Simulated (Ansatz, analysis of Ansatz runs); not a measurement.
# Vacancy formation of the monovacancy in Ni (PBEsol)

Subject: monovacancy in Ni. Wanted: its vacancy formation, in one set-up (PBEsol, 64-site cell, PBEsol lattice, 420 eV, k: 3x3x3 Gamma-centred). The model is a cell of 64 host atoms with 1 Ni taken out. The formation energy is the energy of the cell with the vacancy less that of the same number of atoms in the perfect cell. A local or semilocal functional is the cheapest first rung.

What was measured. Vacancy formation energy: 1.6 eV (“Anomalous Diffusion along Metal/Ceramic Interfaces”, 2018, arxiv:1807.04708). The runs below try to reproduce this.

Method: plane-wave PAW DFT, PBEsol; relaxation of all atoms of a defect supercell, in Ansatz 0.2.0.

### 1. Set-up

The cell holds 63 atoms: 63 Ni. Its edges and angles: a = 9.795 Å, b = 9.795 Å, c = 9.795 Å, α = 60.0°, β = 60.0°, γ = 60.0°. It derives from Ni (space group Fm-3m). Nearest the centre at fractional (0.500, 0.500, 0.500): Ni31 at 2.45 Å, Ni54 at 2.45 Å, Ni27 at 2.45 Å, Ni28 at 2.45 Å, Ni40 at 2.45 Å, Ni45 at 2.45 Å, Ni39 at 2.45 Å, Ni57 at 2.45 Å.

The host's primitive cell comes from a first run (plane-wave PAW DFT, PBEsol; relaxation of the host's cell and atoms): vectors of 2.449, 2.449 and 2.449 Å. That is 10.38 Å³ an atom, 5.1 % under the diffraction cell's volume. The supercell is built on it.

### 2. Relaxation, charge 0

Every later number rests on the structure around the defect, so the atoms are relaxed at the host's lattice first.

The input, relax/input.yaml:

```yaml
relax:
  f_tol: 0.02
  max_steps: 80
  escape_saddle: false
crystal:
  lattice:
    - [0.0, 6.92616936, 6.92616936]
    - [6.92616936, 0.0, 6.92616936]
    - [6.92616936, 6.92616936, 0.0]
  atoms:
    - { symbol: Ni, position: [0.0, 0.0, 0.0], spin: 0.7 }
    - { symbol: Ni, position: [0.0, 0.0, 0.25], spin: 0.7 }
    - { symbol: Ni, position: [0.0, 0.0, 0.5], spin: 0.7 }
    - { symbol: Ni, position: [0.0, 0.0, 0.75], spin: 0.7 }
    - { symbol: Ni, position: [0.0, 0.25, 0.0], spin: 0.7 }
    - { symbol: Ni, position: [0.0, 0.25, 0.25], spin: 0.7 }
    - { symbol: Ni, position: [0.0, 0.25, 0.5], spin: 0.7 }
    - { symbol: Ni, position: [0.0, 0.25, 0.75], spin: 0.7 }
    - { symbol: Ni, position: [0.0, 0.5, 0.0], spin: 0.7 }
    - { symbol: Ni, position: [0.0, 0.5, 0.25], spin: 0.7 }
    - { symbol: Ni, position: [0.0, 0.5, 0.5], spin: 0.7 }
    - { symbol: Ni, position: [0.0, 0.5, 0.75], spin: 0.7 }
    - { symbol: Ni, position: [0.0, 0.75, 0.0], spin: 0.7 }
    - { symbol: Ni, position: [0.0, 0.75, 0.25], spin: 0.7 }
    - { symbol: Ni, position: [0.0, 0.75, 0.5], spin: 0.7 }
    - { symbol: Ni, position: [0.0, 0.75, 0.75], spin: 0.7 }
    - { symbol: Ni, position: [0.25, 0.0, 0.0], spin: 0.7 }
    - { symbol: Ni, position: [0.25, 0.0, 0.25], spin: 0.7 }
    - { symbol: Ni, position: [0.25, 0.0, 0.5], spin: 0.7 }
    - { symbol: Ni, position: [0.25, 0.0, 0.75], spin: 0.7 }
    - { symbol: Ni, position: [0.25, 0.25, 0.0], spin: 0.7 }
    - { symbol: Ni, position: [0.25, 0.25, 0.25], spin: 0.7 }
    - { symbol: Ni, position: [0.25, 0.25, 0.5], spin: 0.7 }
    - { symbol: Ni, position: [0.25, 0.25, 0.75], spin: 0.7 }
    - { symbol: Ni, position: [0.25, 0.5, 0.0], spin: 0.7 }
    - { symbol: Ni, position: [0.25, 0.5, 0.25], spin: 0.7 }
    - { symbol: Ni, position: [0.25, 0.5, 0.5], spin: 0.7 }
    - { symbol: Ni, position: [0.25, 0.5, 0.75], spin: 0.7 }
    - { symbol: Ni, position: [0.25, 0.75, 0.0], spin: 0.7 }
    - { symbol: Ni, position: [0.25, 0.75, 0.25], spin: 0.7 }
    - { symbol: Ni, position: [0.25, 0.75, 0.5], spin: 0.7 }
    - { symbol: Ni, position: [0.25, 0.75, 0.75], spin: 0.7 }
    - { symbol: Ni, position: [0.5, 0.0, 0.0], spin: 0.7 }
    - { symbol: Ni, position: [0.5, 0.0, 0.25], spin: 0.7 }
    - { symbol: Ni, position: [0.5, 0.0, 0.5], spin: 0.7 }
    - { symbol: Ni, position: [0.5, 0.0, 0.75], spin: 0.7 }
    - { symbol: Ni, position: [0.5, 0.25, 0.0], spin: 0.7 }
    - { symbol: Ni, position: [0.5, 0.25, 0.25], spin: 0.7 }
    - { symbol: Ni, position: [0.5, 0.25, 0.5], spin: 0.7 }
    - { symbol: Ni, position: [0.5, 0.25, 0.75], spin: 0.7 }
    - { symbol: Ni, position: [0.5, 0.5, 0.0], spin: 0.7 }
    - { symbol: Ni, position: [0.5, 0.5, 0.25], spin: 0.7 }
    - { symbol: Ni, position: [0.5, 0.5, 0.75], spin: 0.7 }
    - { symbol: Ni, position: [0.5, 0.75, 0.0], spin: 0.7 }
    - { symbol: Ni, position: [0.5, 0.75, 0.25], spin: 0.7 }
    - { symbol: Ni, position: [0.5, 0.75, 0.5], spin: 0.7 }
    - { symbol: Ni, position: [0.5, 0.75, 0.75], spin: 0.7 }
    - { symbol: Ni, position: [0.75, 0.0, 0.0], spin: 0.7 }
    - { symbol: Ni, position: [0.75, 0.0, 0.25], spin: 0.7 }
    - { symbol: Ni, position: [0.75, 0.0, 0.5], spin: 0.7 }
    - { symbol: Ni, position: [0.75, 0.0, 0.75], spin: 0.7 }
    - { symbol: Ni, position: [0.75, 0.25, 0.0], spin: 0.7 }
    - { symbol: Ni, position: [0.75, 0.25, 0.25], spin: 0.7 }
    - { symbol: Ni, position: [0.75, 0.25, 0.5], spin: 0.7 }
    - { symbol: Ni, position: [0.75, 0.25, 0.75], spin: 0.7 }
    - { symbol: Ni, position: [0.75, 0.5, 0.0], spin: 0.7 }
    - { symbol: Ni, position: [0.75, 0.5, 0.25], spin: 0.7 }
    - { symbol: Ni, position: [0.75, 0.5, 0.5], spin: 0.7 }
    - { symbol: Ni, position: [0.75, 0.5, 0.75], spin: 0.7 }
    - { symbol: Ni, position: [0.75, 0.75, 0.0], spin: 0.7 }
    - { symbol: Ni, position: [0.75, 0.75, 0.25], spin: 0.7 }
    - { symbol: Ni, position: [0.75, 0.75, 0.5], spin: 0.7 }
    - { symbol: Ni, position: [0.75, 0.75, 0.75], spin: 0.7 }
basis:
  ecutwfc: 420
  xc_grid: 2
hamiltonian:
  xc: pbesol
kpoints:
  mp_grid: { grid: [3, 3, 3] }
magnetization:
  spin_polarized: true
scf:
  occupations: { method: methfessel_paxton, width: 0.1 }
  max_iter: 120
output:
  forces: true
checkpoint:
  write: "../relax.run"
  compress: false
  write_wavefunctions: true
  write_every: 100000
```

Run with:

```
> ansatz run input.yaml --threads 4 --pin off --max-ram 14131MiB --backend cpu --events-out ev --progress --plain --runs-dir out
```

Numbers of over 12 decimals in the logs are rounded to 6 here.

The log of the run:

```text
[... repeated set-up lines and file paths are left out, and long positions are rounded to six places ...]
Engine: ansatz 0.2.0, aarch64-unknown-linux-gnu
Pseudopotentials: kind: paw
Pseudopotential: Ni, paw, valence charge 18, recommended cutoff 420 eV (normal), Ni.paw.azcp
Functional definition: PBEsol
  exchange = pbesol_x
  correlation = pbesol_c
Crystal: 63 atoms, lattice volume = 664.522 Å³
Basis set: ecut = 420 eV, 12939 PW (Γ), exchange–correlation on 144×144×144 points (8 copies of the dense FFT grid, shifted against one another)
Bands: 707, of which v1, the nominal top of the filled ones, is band 567 counted from 1 (566 counted from 0)
Symmetry: 48 space group operations
Space group: Fm-3m (ITA 225), of the structure as read, at distance tolerance 8.7e-5 Å
Magnetic group: BNS 225.116 (UNI 1618), of the structure as read, at distance tolerance 8.7e-5 Å
k-points: 4 of 27
Non-local potential: Ni, projectors of the file, l = 0: 3, l = 1: 2, l = 2: 3, l = 3: 1
PAW form: soft (Blöchl's): semilocal exchange-correlation on the pseudo side does not see the compensation charge
PAW frozen core: Ni, regenerated for the run's functional, and the local potential with it (the file was generated under x = pbe(κ = 0.804, μ = 0.219515), c = pbe(β = 0.066725))
PAW one-centre angular grid: Ni, 590 points (default); XC on 64 Gauss nodes
Initial density: superposition of atomic densities (chi_scale 0.1, normalization cell)
Starting moments: Σ|m| = 44.1 μB on 63 of 63 sites
Initial wavefunctions: pseudopotential atomic-orbital guess
Functional: x = pbesol(κ = 0.804, μ = 0.123457), c = pbesol(β = 0.046)
SCF iter   1: F=—  HF=-365667.570789 eV  |F-HF|=—  |Δ(HF+E_count)|=         —  Δρ=9.08e-2 (↑2.74e-2 ↓9.08e-2)  dr2=5.37e1  dr2_m=6.55e0  M=49.437 μB ∫|m|=51.330 μB  β_m=0.30  ethr=3.10e-3  ⟨swp⟩=4.5  Hψ=16975  notcnv=0  defer=193
Mixer restart at iter 1: flushing history
preconditioner: auto → Kerker (q_TF=auto, 2.982 Å⁻¹)  [metal: Δε(μ)=0.014 eV  Ē_g=8.440 eV  σ=0.100 eV  W_gap=0.08  n_scr=306 (ndim 8)  ℏωp=36.2 eV  f_vac=0.003  D(μ)=93.93/eV (n_scr^D=1458)]
spin=Collinear: Kerker preconditioning applied to the charge; magnetization (m = ρ↑ − ρ↓) channel mixes plain (no charge-response kernel on spin).
SCF iter   2: F=—  HF=-365654.864364 eV  |F-HF|=—  |Δ(HF+E_count)|=    1.27e1  Δρ=2.80e-2 (↑2.80e-2 ↓2.46e-2)  dr2=1.87e0  dr2_m=3.39e0  M=48.661 μB ∫|m|=51.195 μB  β_m=0.32  ethr=3.10e-3  ⟨swp⟩=2.5  Hψ=8858  notcnv=0  defer=868
SCF iter   3: F=—  HF=-365676.183345 eV  |F-HF|=—  |Δ(HF+E_count)|=    2.13e1  Δρ=2.56e-2 (↑2.56e-2 ↓1.10e-2)  dr2=2.21e0  dr2_m=1.44e0  M=47.550 μB ∫|m|=50.887 μB  β_m=0.66  ethr=1.65e-4  ⟨swp⟩=2.2  Hψ=9694  notcnv=0  defer=879
SCF iter   4: F=—  HF=-365709.509610 eV  |F-HF|=—  |Δ(HF+E_count)|=    3.33e1  Δρ=1.99e-2 (↑1.85e-2 ↓1.99e-2)  dr2=6.74e0  dr2_m=2.99e-2  M=44.724 μB ∫|m|=49.779 μB  β_m=0.83  ethr=1.65e-4  ⟨swp⟩=2.4  Hψ=9202  notcnv=0  defer=879
SCF iter   5: F=—  HF=-365711.939197 eV  |F-HF|=—  |Δ(HF+E_count)|=    2.43e0  Δρ=1.42e-2 (↑9.86e-3 ↓1.42e-2)  dr2=2.41e0  dr2_m=3.48e-2  M=43.378 μB ∫|m|=48.685 μB  β_m=0.59  ethr=1.65e-4  ⟨swp⟩=2.0  Hψ=9135  notcnv=0  defer=880
SCF iter   6: F=—  HF=-365711.597467 eV  |F-HF|=—  |Δ(HF+E_count)|=   3.42e-1  Δρ=3.04e-3 (↑2.10e-3 ↓3.04e-3)  dr2=4.02e-1  dr2_m=3.42e-3  M=43.361 μB ∫|m|=48.641 μB  β_m=0.67  ethr=1.65e-4  ⟨swp⟩=2.0  Hψ=9081  notcnv=0  defer=880
SCF iter   7: F=—  HF=-365711.736209 eV  |F-HF|=—  |Δ(HF+E_count)|=         —  Δρ=2.01e-3 (↑1.86e-3 ↓2.01e-3)  dr2=4.35e-2  dr2_m=1.88e-2  M=42.481 μB ∫|m|=47.802 μB  β_m=0.67  ethr=3.55e-5  ⟨swp⟩=2.0  Hψ=7462  notcnv=0  defer=880
Mixer restart at iter 7: flushing history
SCF iter   8: F=—  HF=-365711.738085 eV  |F-HF|=—  |Δ(HF+E_count)|=   1.88e-3  Δρ=1.84e-3 (↑9.70e-4 ↓1.84e-3)  dr2=3.38e-2  dr2_m=7.67e-3  M=42.309 μB ∫|m|=47.620 μB  β_m=0.84  ethr=3.84e-6  ⟨swp⟩=2.1  Hψ=8550  notcnv=0  defer=880
SCF iter   9: F=—  HF=-365711.742421 eV  |F-HF|=—  |Δ(HF+E_count)|=   4.34e-3  Δρ=2.16e-3 (↑1.28e-3 ↓2.16e-3)  dr2=5.29e-2  dr2_m=3.32e-3  M=42.255 μB ∫|m|=47.555 μB  β_m=0.72  ethr=2.98e-6  ⟨swp⟩=2.1  Hψ=9899  notcnv=0  defer=880
SCF iter  10: F=—  HF=-365711.732869 eV  |F-HF|=—  |Δ(HF+E_count)|=   9.55e-3  Δρ=6.10e-4 (↑2.43e-4 ↓6.10e-4)  dr2=3.76e-3  dr2_m=3.48e-4  M=42.143 μB ∫|m|=47.426 μB  β_m=0.72  ethr=2.98e-6  ⟨swp⟩=2.0  Hψ=8039  notcnv=0  defer=880
SCF iter  11: F=—  HF=-365711.732923 eV  |F-HF|=—  |Δ(HF+E_count)|=   5.38e-5  Δρ=2.39e-4 (↑2.39e-4 ↓1.85e-4)  dr2=1.87e-3  dr2_m=7.70e-5  M=42.147 μB ∫|m|=47.431 μB  β_m=0.80  ethr=3.32e-7  ⟨swp⟩=2.0  Hψ=9188  notcnv=0  defer=880
SCF iter  12: F=—  HF=-365711.732987 eV  |F-HF|=—  |Δ(HF+E_count)|=   6.43e-5  Δρ=4.25e-4 (↑1.49e-4 ↓4.25e-4)  dr2=2.34e-3  dr2_m=1.54e-4  M=42.193 μB ∫|m|=47.477 μB  β_m=0.80  ethr=1.65e-7  ⟨swp⟩=2.0  Hψ=8124  notcnv=0  defer=880
SCF iter  13: F=—  HF=-365711.733295 eV  |F-HF|=—  |Δ(HF+E_count)|=   3.08e-4  Δρ=4.41e-4 (↑2.48e-4 ↓4.41e-4)  dr2=1.78e-3  dr2_m=7.73e-5  M=42.208 μB ∫|m|=47.494 μB  β_m=0.55  ethr=1.65e-7  ⟨swp⟩=2.0  Hψ=9831  notcnv=0  defer=880
SCF iter  14: F=—  HF=-365711.732715 eV  |F-HF|=—  |Δ(HF+E_count)|=   5.80e-4  Δρ=8.97e-5 (↑4.66e-5 ↓8.97e-5)  dr2=1.23e-4  dr2_m=1.02e-5  M=42.206 μB ∫|m|=47.493 μB  β_m=0.77  ethr=1.57e-7  ⟨swp⟩=2.0  Hψ=7985  notcnv=0  defer=880
SCF iter  15: F=—  HF=-365711.732702 eV  |F-HF|=—  |Δ(HF+E_count)|=   1.23e-5  Δρ=1.37e-4 (↑4.06e-5 ↓1.37e-4)  dr2=1.44e-4  dr2_m=1.62e-5  M=42.201 μB ∫|m|=47.488 μB  β_m=0.77  ethr=1.08e-8  ⟨swp⟩=2.0  Hψ=9927  notcnv=0  defer=880
SCF iter  16: F=—  HF=-365711.448907 eV  |F-HF|=—  |Δ(HF+E_count)|=         —  Δρ=2.34e-3 (↑1.80e-3 ↓2.34e-3)  dr2=4.03e-3  dr2_m=2.49e-2  M=42.993 μB ∫|m|=48.199 μB  β_m=0.77  ethr=1.08e-8  ⟨swp⟩=2.0  Hψ=7724  notcnv=0  defer=880
Mixer restart at iter 16: flushing history
iteration 16: the input's own smearing fills from here on; a Gaussian of 0.1 eV has filled iterations ahead of it
SCF iter  17: F=—  HF=-365711.456102 eV  |F-HF|=—  |Δ(HF+E_count)|=   7.19e-3  S|Δr|=    0.00e0  Δρ=3.69e-3 (↑1.55e-3 ↓3.69e-3)  dr2=1.44e-1  dr2_m=2.03e-2  M=43.240 μB ∫|m|=48.482 μB  β_m=0.88  ethr=1.08e-8  ⟨swp⟩=3.0  Hψ=13455  notcnv=0  defer=880  recentre
SCF iter  18: F=—  HF=-365711.471316 eV  |F-HF|=—  |Δ(HF+E_count)|=   1.52e-2  S|Δr|=    0.00e0  Δρ=7.92e-3 (↑2.05e-3 ↓7.92e-3)  dr2=7.23e-1  dr2_m=6.47e-2  M=43.347 μB ∫|m|=48.595 μB  β_m=0.63  ethr=1.08e-8  ⟨swp⟩=4.5  Hψ=17066  notcnv=0  defer=880
[...]
SCF iter  24: F=—  HF=-365711.454605 eV  |F-HF|=—  |Δ(HF+E_count)|=   6.11e-6  S|Δr|=    0.00e0  Δρ=1.25e-4 (↑3.90e-5 ↓1.25e-4)  dr2=1.49e-4  dr2_m=1.54e-5  M=43.648 μB ∫|m|=48.985 μB  β_m=0.28  ethr=9.68e-9  ⟨swp⟩=2.0  Hψ=6940  notcnv=0  defer=880
SCF iter  25: F=-365711.454594 eV  HF=-365711.454601 eV  |F-HF|=7.24e-6  |Δ(HF+E_count)|=   3.89e-6  S|Δr|=    0.00e0  Δρ=3.70e-5 (↑1.05e-5 ↓3.70e-5)  dr2=8.60e-6  dr2_m=2.16e-6  M=43.651 μB ∫|m|=48.991 μB  ethr=8.82e-10  ⟨swp⟩=2.0  Hψ=15863  notcnv=0
SCF 1 converged in 25 iterations: F = -365711.454594 eV  dr2 = 8.60e-6
  greatest PAW one-centre occupation: 1.001 electrons in one spin orbital (limit 2), on the Ni atom at site 57 (counted from 0), in its partial waves of l = 1
relax step   1: F+E_penalty+E_count = -365711.45459393 eV  Δ(F+E_penalty+E_count) = +0.000e0 eV  max|allowed force component| = 1.809e-1 eV/Å  Δτ_max = 0.0000 Å  (25 SCF iters, dr2 threshold 1.00e-5 eV, accepted)
[... the SCF cycles and remarks between the steps are left out from here to the last step ...]
relax step   2: F+E_penalty+E_count = -365711.48293009 eV  Δ(F+E_penalty+E_count) = -2.834e-2 eV  max|allowed force component| = 1.272e-1 eV/Å  Δτ_max = 0.0088 Å  (16 SCF iters, dr2 threshold 2.05e-6 eV, accepted)
relax step   3: F+E_penalty+E_count = -365711.50744080 eV  Δ(F+E_penalty+E_count) = -2.451e-2 eV  max|allowed force component| = 7.143e-3 eV/Å  Δτ_max = 0.0199 Å  (19 SCF iters, dr2 threshold 1.01e-6 eV, accepted)
iter 1 solved again at ethr=3.64e-11 eV; its pass at ethr=3.10e-3 eV (dr2=4.13e-7 eV) is discarded
SCF iter   1: F=—  HF=-365711.507441 eV  |F-HF|=—  |Δ(HF+E_count)|=         —  Δρ=4.93e-6 (↑2.88e-6 ↓4.93e-6)  dr2=4.13e-7  dr2_m=3.45e-8  M=43.638 μB ∫|m|=48.983 μB  β_m=0.30  ethr=3.64e-11  ⟨swp⟩=1.0  Hψ=15623  notcnv=0  defer=689
SCF iter   2: F=—  HF=-365711.507441 eV  |F-HF|=—  |Δ(HF+E_count)|=   3.43e-9  S|Δr|=    0.00e0  Δρ=8.02e-6 (↑3.00e-6 ↓8.02e-6)  dr2=7.44e-7  dr2_m=6.35e-8  M=43.639 μB ∫|m|=48.983 μB  β_m=0.30  ethr=3.64e-11  ⟨swp⟩=2.0  Hψ=6536  notcnv=0  defer=689
SCF iter   3: F=—  HF=-365711.507441 eV  |F-HF|=—  |Δ(HF+E_count)|=   1.61e-8  S|Δr|=    0.00e0  Δρ=5.43e-6 (↑2.32e-6 ↓5.43e-6)  dr2=4.30e-7  dr2_m=3.53e-8  M=43.638 μB ∫|m|=48.983 μB  β_m=0.31  ethr=3.64e-11  ⟨swp⟩=2.0  Hψ=6674  notcnv=0  defer=689
SCF iter   4: F=—  HF=-365711.507441 eV  |F-HF|=—  |Δ(HF+E_count)|=   1.09e-8  S|Δr|=    0.00e0  Δρ=3.83e-6 (↑1.76e-6 ↓3.83e-6)  dr2=2.18e-7  dr2_m=1.26e-8  M=43.638 μB ∫|m|=48.983 μB  β_m=0.27  ethr=3.64e-11  ⟨swp⟩=1.6  Hψ=5631  notcnv=0  defer=689
SCF iter   5: F=—  HF=-365711.507441 eV  |F-HF|=—  |Δ(HF+E_count)|=   4.37e-9  S|Δr|=    0.00e0  Δρ=4.18e-6 (↑1.07e-6 ↓4.18e-6)  dr2=2.88e-7  dr2_m=1.83e-8  M=43.638 μB ∫|m|=48.983 μB  β_m=0.25  ethr=1.93e-11  ⟨swp⟩=2.0  Hψ=6841  notcnv=0  defer=689
SCF iter   6: F=—  HF=-365711.507441 eV  |F-HF|=—  |Δ(HF+E_count)|=   4.77e-9  S|Δr|=    0.00e0  Δρ=3.66e-6 (↑1.15e-6 ↓3.66e-6)  dr2=1.38e-7  dr2_m=1.06e-8  M=43.638 μB ∫|m|=48.983 μB  β_m=0.16  ethr=1.93e-11  ⟨swp⟩=1.6  Hψ=5230  notcnv=0  defer=689
SCF iter   7: F=-365711.507441 eV  HF=-365711.507441 eV  |F-HF|=1.32e-8  |Δ(HF+E_count)|=   7.80e-9  S|Δr|=    0.00e0  Δρ=1.04e-6 (↑5.42e-7 ↓1.04e-6)  dr2=1.92e-8  dr2_m=1.36e-9  M=43.638 μB ∫|m|=48.983 μB  ethr=8.82e-12  ⟨swp⟩=1.8  Hψ=11559  notcnv=0
SCF 4 converged in 7 iterations: F = -365711.507441 eV  dr2 = 1.92e-8
relax step   4: F+E_penalty+E_count = -365711.50744102 eV  Δ(F+E_penalty+E_count) = -2.268e-7 eV  max|allowed force component| = 7.168e-3 eV/Å  Δτ_max = 0.0000 Å  (7 SCF iters, accepted)
NSCF: frozen V_eff on 4 k-points
the band table was solved once a step of the walk had ended and its energy, with any forces and stress, was formed, with the checks that follow a solve (17262 applications of the Hamiltonian). They found nothing against the state; [...]
SCF converged after 7 iterations
Stability not checked: this state was not tested for a lower state beside it, because cold or Methfessel-Paxton smearing, or corrected tetrahedra, fill the levels in a way that the test cannot read (fill_not_monotonic; see scf.lower_state_search)
Magnetization: 43.6384 μB (588.8192 up, 545.1808 down)
Absolute magnetization: 49.0359 μB (∫|ρ↑−ρ↓|, with the PAW one-centre terms)
Spin contamination: 0.4197 ħ² per cell (⟨S²⟩ above its minimum at these occupations)
Per-site moments (μB) at R_I (Å): [(0.723455, 1.010743), (0.729550, 1.009493), (0.744721, 1.009493), [... 60 left out ...]
Free energy (F): -365711.507441 eV
Harris-Foulkes:  -365711.507441 eV  (|F-HF|=1.32e-8)
Internal energy: -365711.491433 eV  (E = F + TS)
E sigma→0 (E₀):  -365711.503439 eV
Entropy (-TS):   -0.016008 eV (-0.254 meV/atom)
Fermi energy:    18.715680 eV
--- Per-component energies (eV) ---
  E_band       = -17329.251268
  E_kinetic    = 17828.066405
  E_local      = -215223.108010  (includes V_loc(G=0)·N_el)
  E_nonlocal   = 40052.188642
  E_hartree    = 89899.844730
  E_xc         = -5343.201925
  E_vxc        = -6915.724693  (∫ρ·V_xc dr)
  E_paw        = -100425.719072  (= ΣΔE_a)
  E_vpaw       = -32870.402460  (= ΣTr[D̂ρ^β])
  E_aug_tail   = 0.030255  (compensation charges beyond the density's cutoff)
  E_ewald      = -192512.021654
  E_core_change = 12.429197  (= ΣΔE_core)
  E_smearing   = -0.016008  (= −TS)
  E_closure    = 0.000000  (closes the sum)
  Σ components = -365711.507441   (vs F -365711.507441, Δ=0.00e0)
--- Forces (eV/Å), atoms counted from 1 ---
  atom   1  Ni    -0.00000000     0.00000000    -0.00000000
  atom   2  Ni     0.00244337     0.00244337     0.00000000
  [... 24 atoms left out ...]
  atom  27  Ni     0.00000000    -0.00093135    -0.00093135
  atom  28  Ni     0.00093135     0.00000000    -0.00093135
  [... 2 atoms left out ...]
  atom  31  Ni     0.00093135    -0.00093135     0.00000000
  [... 7 atoms left out ...]
  atom  39  Ni    -0.00093135    -0.00000000    -0.00093135
  atom  40  Ni    -0.00000000     0.00093135    -0.00093135
  [... 2 atoms left out ...]
  atom  43  Ni     0.00093135     0.00093135     0.00000000
  [... 1 atom left out ...]
  atom  45  Ni     0.00000000    -0.00093135     0.00093135
  atom  46  Ni     0.00093135     0.00000000     0.00093135
  [... 7 atoms left out ...]
  atom  54  Ni    -0.00093135     0.00093135    -0.00000000
  [... 3 atoms left out ...]
  atom  58  Ni    -0.00000000     0.00093135     0.00093135
  [... 5 atoms left out ...]
  max |Σ_I F_I| component: 5.10e-18 eV/Å
--- Band table (eV; the first three rows and the last of 8) ---
  k-point 0 ↑: bands = ["-84.7816", "-84.7686", "-84.7686", "-84.7686", [... 699 left out ...] "32.0384", "33.4600", "33.4957", "33.4957"]
  k-point 1 ↑: bands = ["-84.7794", "-84.7738", "-84.7691", "-84.7691", [... 699 left out ...] "31.7749", "31.7749", "32.3011", "32.3168"]
  [... further k-points left out ...]
--- Relaxed structure (4 steps of the walk, 4 accepted, 0 SCFs on fresh bases) ---
  F+E_penalty+E_count = -365711.50744102 eV   max|allowed force component| = 7.168e-3 eV/Å
  atoms:
    - { symbol: Ni, position: [0, 0, 0] }
    - { symbol: Ni, position: [0, 0, 0.250155] }
    [... 24 atoms left out ...]
    - { symbol: Ni, position: [0.252928, 0.5, 0.5] }
    - { symbol: Ni, position: [0.252928, 0.500000, 0.747072] }
    [... 2 atoms left out ...]
    - { symbol: Ni, position: [0.252928, 0.747072, 0.5] }
    [... 7 atoms left out ...]
    - { symbol: Ni, position: [0.5, 0.252928, 0.5] }
    - { symbol: Ni, position: [0.500000, 0.252928, 0.747072] }
    [... 2 atoms left out ...]
    - { symbol: Ni, position: [0.5, 0.5, 0.747072] }
    [... 1 atom left out ...]
    - { symbol: Ni, position: [0.500000, 0.747072, 0.252928] }
    - { symbol: Ni, position: [0.5, 0.747072, 0.5] }
    [... 7 atoms left out ...]
    - { symbol: Ni, position: [0.747072, 0.252928, 0.5] }
    [... 3 atoms left out ...]
    - { symbol: Ni, position: [0.747072, 0.5, 0.5] }
    [... 5 atoms left out ...]
```

Wall time 14 min (4 threads of Arm Neoverse V2, shared host); peak memory 11 GiB; 53 min of CPU time.

[end of part 1 of 2]

[Logs are printed without paths, hosts, clocks, repeated set-up lines and the standing remarks that a program may print on its own settings, such as how far it seeks lower states.]

[Hosts, paths, dates, database ids (printed as entryN), source tags and the programs' standing remarks are cut or masked in the printed files.]

[For some hosts the program warned that the k-mesh of the response run may be too coarse for force constants and the static dielectric constant; such warnings are not shown here.]
